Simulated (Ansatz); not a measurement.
# Lattice dynamics of LiBe (Pm-3m), part 2 of 2

The cell of LiBe (Pm-3m) is at rest. What are its phonons? After the zone centre comes a 4×4×4 q mesh on a 16×16×16 k mesh.

Ansatz 0.2.0; DFT PBEsol, scalar-relativistic, plane waves, PAW; PAW set soft_1.

So far. Step 2 (Modes at Γ): Before it was imposed, the acoustic sum rule was missed by 6.7e-6 eV/Å². Small misses are needed for a sound result but don't prove that mesh and cutoff are converged. The lowest optical mode is real, 560 cm⁻¹.

**3. Phonons on a q mesh**

Stability and thermal properties need the whole zone. Linear response on a 4×4×4 q mesh gives force constants as far as a supercell of that size would.

Contents of input.yaml:

```yaml
crystal:
  lattice:
    - [2.8019923598, 0.0, 0.0]
    - [0.0, 2.8019923598, 0.0]
    - [0.0, 0.0, 2.8019923598]
  atoms:
    - { symbol: Li, position: [0.0, 0.0, 0.0] }
    - { symbol: Be, position: [0.5, 0.5, 0.5] }
kpoints:
  mp_grid: { grid: [16, 16, 16] }
hamiltonian:
  xc: pbesol
  pseudopotentials: { kind: paw, azcp: { folder: soft_1 }, xc_functional: pbe }
scf:
  occupations: { method: methfessel_paxton, width: 0.2 }
output:
  eigenvalues: true
phonons:
  method: dfpt
  qmesh: [4, 4, 4]
  temperatures: { t_max: 1000, t_step: 50 }
  qpath:
    path:
      - [[0.0, 0.0, 0.0], [0.0, 0.5, 0.0], [0.5, 0.5, 0.0], [0.0, 0.0, 0.0], [0.5, 0.5, 0.5], [0.0, 0.5, 0.0]]
      - [[0.5, 0.5, 0.5], [0.5, 0.5, 0.0]]
    npoints: 10
```

On the command line:

```bash
> ansatz run input.yaml --threads 4 --pin off --max-ram 10240MiB --backend cpu --events-out ev --progress --plain --runs-dir out
```

Numbers of over 12 decimals in the logs are rounded to 6 here.

The log of the run:

```text
[...]
Crystal: 2 atoms, lattice volume = 21.999 Å³
Basis set: ecut = 420 eV, 437 PW (Γ), exchange–correlation on 40×40×40 points (8 copies of the dense FFT grid, shifted against one another)
Bands: 7, of which v1, the nominal top of the filled ones, is band 3 counted from 1 (2 counted from 0)
Symmetry: 48 space group operations
k-points: 165 of 4096
[...]
SCF iter   1: F=—  HF=-292.635010 eV  |F-HF|=—  |Δ(HF+E_count)|=         —  Δρ=9.03e-3  dr2=1.70e-2  ethr=3.10e-3  ⟨swp⟩=5.3  Hψ=8856  notcnv=0
[...]
SCF iter   6: F=-292.610448 eV  HF=-292.610448 eV  |F-HF|=1.19e-12  |Δ(HF+E_count)|=  9.32e-11  S|Δr|=    0.00e0  Δρ=1.18e-7  dr2=3.64e-12  ethr=1.00e-12  ⟨swp⟩=5.9  Hψ=3783  notcnv=0
[...]
SCF 1 converged in 6 iterations: F = -292.610448 eV  dr2 = 3.64e-12
[...]
phonons: the bands overlap, so this run is a metal and interpolates without the dipole-dipole term. If the crystal is really an insulator or semiconductor, its LO-TO splitting is missing
NSCF: frozen V_eff on 165 k-points
[...]
DFPT response loops at q = (0, 0, 0) (fractional): preconditioner auto → Kerker (q_TF=auto, 2.131 Å⁻¹) (partly filled bands, converged f_vac=0.000); β = 1.00, the filter's whole step (`scf.mixing.beta` (0.50) is not read by the response loops under this deck's `scf.mixing.preconditioner`; to damp them name `kerker` or `kerker_dos`, under which they read `scf.mixing.beta`, and type it under 1.00, their step now; both keys bind the ground state too); Broyden in place of MSR1
[...]
SCF converged after 6 iterations
[...]
Free energy (F): -292.610448 eV
[...]
Internal energy: -292.612762 eV  (E = F + TS)
E sigma→0 (E₀):  -292.611026 eV
Entropy (-TS):   0.002314 eV (1.157 meV/atom)
Fermi energy:    3.680903 eV
[...]
--- Band table (eV; the first three rows and the last of 165) ---
[...]
--- Phonons (Γ-DFPT): 2 representative perturbations + reference (Σ response iterations 6) ---
  ASR residual: 6.996e-6 → 0.000e0 eV/Å²; symmetrization residual: 2.120e-7 eV/Å²
  ASR residual per site (eV/Å²): 7.00e-6 5.98e-7
  Γ frequencies (cm⁻¹): 0.00 0.00 0.00 560.32 560.32 560.32
--- Phonons (arbitrary-q DFPT): 10 irreducible q on the 4×4×4 mesh ---
  q = [0.0000, 0.0000, 0.0000] (star 1, of the zone-centre solve; hermiticity 9.37e-8, symmetrization 6.51e-13): -0.00 -0.00 -0.00 560.32 560.32 560.32
  q = [0.0000, 0.0000, 0.2500] (star 6, 4 solved perturbations in 4032 linear systems a pass and spin channel, the states on 1296 of 4096 k-point pairs; hermiticity 8.95e-8, symmetrization 8.72e-14): 174.48 229.25 229.25 489.35 523.95 523.95
[...]
q = [0.0000, 0.2500, -0.5000] (star 12, 6 solved perturbations on 1296 of 4096 k-point pairs; hermiticity 1.72e-8, symmetrization 4.24e-9): -2.68 171.89 406.94 412.02 493.66 519.38
[...]
sum rule: each row above includes the acoustic sum rule's correction from the zone centre's row sums; it moved no ω² by more than (0.52 cm⁻¹)²
  mesh force constants: q→R imaginary residual 2.76e-18; ASR residual 6.996e-6 → 0.000e0 eV/Å²; symmetrization residual 4.441e-15 eV/Å²
  interpolated dispersion: 62 rows × 6 modes
  density of states and harmonic sums: on the 24×24×24 q-mesh, interpolated from the force constants of a 4×4×4 supercell (no non-analytic term)
  largest difference from the sums on the solved wave vectors: F 8.22e-2 eV, S 1.13e-4 and C_V 3.12e-5 eV/K
  zero-point energy: 0.130483 eV/cell   skipped modes (ω ≤ 0): 89, of them read as no rigid motion or as one in doubt: 86 (1.610e-1 modes/cell left out, lowest -91.56 cm⁻¹)   left out of the sums: 2.69e-2 of the cell's modes: C_V's classical limit lies that fraction below 3 k_B per atom; for a crystal, a wire or a layer, F and S can be off by more, and a phonons.interpolated_qmesh denser along its periods is the remedy for the sampling
```

Elapsed: 77 s, on 4 threads of Arm Neoverse V1, shared host; peak memory 1 GiB; 4.9 min of CPU time.

Numbers from this step:

* sum-rule residual before enforcement: 7.00e-6 eV/Å²
* lowest frequency on the path: -91.56 cm⁻¹
* highest frequency on the path or at a solved wavevector: 560.3 cm⁻¹
* lowest mode on the q mesh (acoustic modes at Γ apart): -91.56 cm⁻¹

Frequencies (cm⁻¹) solved at each irreducible wavevector; negative means imaginary. Frequencies by wavevector, by row:

```
q in reciprocal lattice units  star  mode 1  mode 2  mode 3  mode 4  mode 5  mode 6
                        0 0 0     1       0       0       0   560.3   560.3   560.3
                     0 0 0.25     6   174.5   229.2   229.2   489.4     524     524
                     0 0 -0.5     3   159.3   394.6   394.6   431.7   431.7   447.1
                  0 0.25 0.25    12   -19.4   276.9   299.6   438.3   490.9   530.3
                  0 0.25 -0.5    12    -2.7   171.9   406.9     412   493.7   519.4
                  0 -0.5 -0.5     3   -91.6   -91.6   408.7   432.8     544     544
               0.25 0.25 0.25     8   210.2   210.2   257.2   449.8   508.2   508.2
               0.25 0.25 -0.5    12     124     227     301     464   478.7     529
               0.25 -0.5 -0.5     6   179.4   179.4   320.8   448.1   527.2   527.2
               -0.5 -0.5 -0.5     1   285.8   285.8   285.8   503.3   503.3   503.3
```

Interpolated from a 4×4×4 q mesh. The phonon branches at the labelled points (cm⁻¹):

```
    point  branch 1  branch 2  branch 3  branch 4  branch 5  branch 6
        Γ         0         0         0       560       560       560
  halfway       174       229       229       489       524       524
        X       159       395       395       432       432       447
  halfway        -3       172       407       412       494       519
        M       -92       -92       409       433       544       544
  halfway       -19       277       300       438       491       530
        Γ         0         0         0       560       560       560
  halfway       210       210       257       450       508       508
        R       286       286       286       503       503       503
  halfway       124       227       301       464       479       529
        X       159       395       395       432       432       447
jump to R       286       286       286       503       503       503
  halfway       179       179       321       448       527       527
        M       -92       -92       409       433       544       544
```

The phonon branches as a text plot (rows in cm⁻¹):

```
    547 |***         *****    *******                         ***
    520 |  ***     ***   ****** *   *****       *******    ***
    492 |   * *   *       *  * *         ***********   *  **
    465 |    **  ***       **            **        **** *   *
    438 |      ***    *****  **      ** *            *****   *  *
    411 |         ********             *                      ***
    384 |      ***        *                            ***    *
    357 |                                             * *
    329 |                  **                        * *     *
    302 |     *              **      ***            *       *
    275 |    *    *          *               *******  *   **
    248 |                     **        *  **    **  *     *
    221 |   *      *       **       *   ****      ***       *
    194 |    **                *       *
    166 |   *  ***              *                  *     *   *
    139 |  *                    *    **                 *
    112 |  *      * *     *        **               *  *
     85 | *        *             *                   **       *
     58 |*                    **** *
     31 |            *           *
      3 |                         *
    -24 |                *   *                                 *
    -51 |           *      **
    -78 |            ******                                     *
         Γ      X      M          Γ            R        X|R     M
```

Tetrahedra on a 24×24×24 mesh, mean over bins of 10 cm-1. Interpolated from a 4×4×4 q mesh. The phonon density of states by wavenumber; read off at these points:

```
wavenumber (cm⁻¹)  phonon density of states (1/cm⁻¹/cell)
              -95                                  4.0e-5
              -75                                 0.00242
              -45                                 0.00156
              -25                                 0.00125
               -5                                 0.00128
               15                                 0.00143
               45                                 0.00223
               65                                 0.00463
               85                                  0.0076
              105                                 0.00958
              135                                 0.00801
              155                                 0.00744
              175                                 0.00665
              205                                 0.00781
              225                                 0.00983
              245                                  0.0079
              265                                   0.008
              295                                 0.00955
              315                                  0.0122
              335                                 0.00709
              365                                 0.00607
              385                                 0.00546
              405                                 0.00423
              425                                   0.014
              435                                  0.0247
              455                                  0.0172
              475                                  0.0165
              495                                  0.0225
              515                                  0.0299
              525                                  0.0548
              545                                 0.00745
              565                                  1.0e-5
```

The partial phonon density of states has structure finer than the step of the table below, so its rows give means over 20 cm⁻¹, whole bins alone (the curve runs from -101 to 587 cm⁻¹). Peaks (cm⁻¹: height): Be -75.3: 0.00238, 80.5: 0.00761, 115.2: 0.00816, 232.1: 0.00751, 297.0: 0.0107, 526.5: 0.0121; Li 439.9: 0.0207, 526.5: 0.0358.

Phonopy on the run's constants, 21x21x21 mesh, Gaussian sigma 4.9 cm-1. Interpolated from a 4×4×4 q mesh. Table of partial phonon density of states by wavenumber; means over each step; values in 1/cm⁻¹/cell:

```
wavenumber (cm⁻¹)       Be       Li
              -80  0.00186   5.5e-4
              -60  0.00154   4.8e-4
              -40  0.00170   5.1e-4
              -20   8.6e-4   2.7e-4
                0   3.8e-4   1.2e-4
               20   6.4e-4   2.1e-4
               40  0.00197   6.7e-4
               60  0.00227   9.1e-4
               80  0.00624  0.00207
              100  0.00607  0.00214
              120  0.00712  0.00225
              140  0.00652  0.00191
              160  0.00543  0.00142
              180  0.00511  0.00151
              200  0.00616  0.00163
              220  0.00701  0.00197
              240  0.00638  0.00170
              260  0.00701  0.00178
              280  0.00769  0.00122
              300  0.00971  0.00184
              320  0.00793  0.00159
              340  0.00557  0.00146
              360  0.00485  0.00130
              380  0.00430  0.00114
              400  0.00246  0.00191
              420  0.00232  0.00812
              440  0.00322   0.0192
              460  0.00285   0.0138
              480  0.00382   0.0143
              500  0.00505   0.0177
              520  0.00958   0.0293
              540  0.00545   0.0139
              560   7.4e-4  0.00108
```

Second derivatives of the energy by pair, one row for each kind of neighbour of each atom listed. Each entry sums the pair over the periodic images of the supercell that the q mesh stands for, and in a polar crystal it holds the long-range dipole part too. Force constants by pair, by row:

```
atom  neighbour  distance (Å)  third of the trace (eV/Å²)  along the pair's line (eV/Å²)
 Li1     itself             0                       5.087                              –
 Li1         Be         2.427                     -0.4934                         -1.468
 Li1         Li         2.802                     -0.1413                        -0.3313
 Li1         Li         3.963                      0.0336                         0.1199
 Li1         Be         4.647                     -0.0256                        -0.0724
 Li1         Li         4.853                     -0.0097                        -0.0542
 Li1         Li         5.604                      0.0169                         0.0895
 Li1         Be         6.107                     -0.0024                       -6.00e-4
 Li1         Li         6.265                     -0.0015                        -0.0051
 Be2     itself             0                       3.272                              –
 Be2         Li         2.427                     -0.4934                         -1.468
 Be2         Be         2.802                      0.1683                         0.7939
 Be2         Be         3.963                      0.0065                         0.0016
 Be2         Li         4.647                     -0.0256                        -0.0724
 Be2         Be         4.853                       0.012                         0.0434
 Be2         Be         5.604                      0.0884                         0.3094
 Be2         Li         6.107                     -0.0024                       -6.00e-4
 Be2         Be         6.265                     -0.0115                        -0.0318
```

Symmetry leaves 10 wavevectors to solve. The lowest mode among them, the acoustic zeros apart, lies at q = (0, -0.5, -0.5) and is imaginary, 91.6i cm⁻¹, so the energy falls along it.

**4. Isotope substitution**

An isotope changes the mass and not the force constants, so no new electronic calculation is needed; the shifts show which modes move this element.

The same force constants with the mass of Li changed from 6.940 to 6.015 u (phonopy, no LO-TO term). Both lists are sorted by frequency; levels can cross, so a row need not hold one and the same mode. Modes under 3 cm⁻¹ are left out. Isotope shifts, by row:

```
          q  rank  natural mass (cm⁻¹)  changed mass (cm⁻¹)
      0 0 0     4                560.3                584.1
      0 0 0     5                560.3                584.1
      0 0 0     6                560.3                584.1
   0 0 0.25     1                174.5                177.3
   0 0 0.25     2                229.2                235.8
   0 0 0.25     3                229.2                235.8
   0 0 0.25     4                489.4                517.3
   0 0 0.25     5                  524                547.1
   0 0 0.25     6                  524                547.1
   0 0 -0.5     1                159.3                159.3
   0 0 -0.5     2                394.6                394.6
   0 0 -0.5     3                394.6                394.6
   0 0 -0.5     4                431.7                463.7
   0 0 -0.5     5                431.7                463.7
   0 0 -0.5     6                447.1                480.3
0 0.25 0.25     1               -19.37               -19.77
0 0.25 0.25     2                276.9                277.3
0 0.25 0.25     3                299.6                  308
0 0.25 0.25     4                438.3                470.1
0 0.25 0.25     5                490.9                512.9
0 0.25 0.25     6                530.3                557.9
```

A mode of this element alone would shift by +7.41 %. The highest zone-centre frequency without the field goes from 560.3 to 584.1 cm⁻¹ (+4.3 %). The product of the frequency ratios over all optical modes at Γ is 1.133; the product rule, (m/m′)^(3k/2) (M′/M)^(3/2) with k = 1 such atoms and M the mass of the cell, gives 1.133.

**5. Results**

```json
{
 "space group (within 0.01 Å)": "Pm-3m",
 "volume per atom": "11.0 Å³",
 "electronic character": "no gap on this mesh",
 "highest optical mode at the zone centre (no LO-TO term)": "560 cm⁻¹",
 "lowest optical zone-centre mode": "560 cm⁻¹",
 "lowest mode on the q mesh (acoustic modes at Γ apart)": "-91.6 cm⁻¹",
 "highest frequency on the path or at a solved wavevector": "560 cm⁻¹",
 "imaginary modes on the 4×4×4 q mesh": "yes"
}
```

Modes are clearly imaginary (beyond 10i cm⁻¹) at 2 of the 10 irreducible wavevectors, most at q = (0, -0.5, -0.5) (91.6i cm⁻¹), so this structure is not a minimum of the energy. The optical modes at Γ form one degenerate level at 560 cm⁻¹. With no gap, or one that is small against the smearing, the frequencies hang on the k mesh and the smearing, most of all near Kohn anomalies. The phonon runs are without spin polarisation, although the cell has an odd electron count. The PAW files were made for PBE and serve the other functionals too. A phonon run warned that its eigensolver left some bands unconverged in a pass. These are harmonic frequencies at zero temperature: anharmonic shifts, linewidths and thermal expansion are left out.

[Logs are printed without paths, hosts, clocks, repeated set-up lines and the standing remarks that a program may print on its own settings, such as how far it seeks lower states.]

[Hosts, paths, dates, database ids (printed as entryN), source tags and the programs' standing remarks are cut or masked in the printed files.]
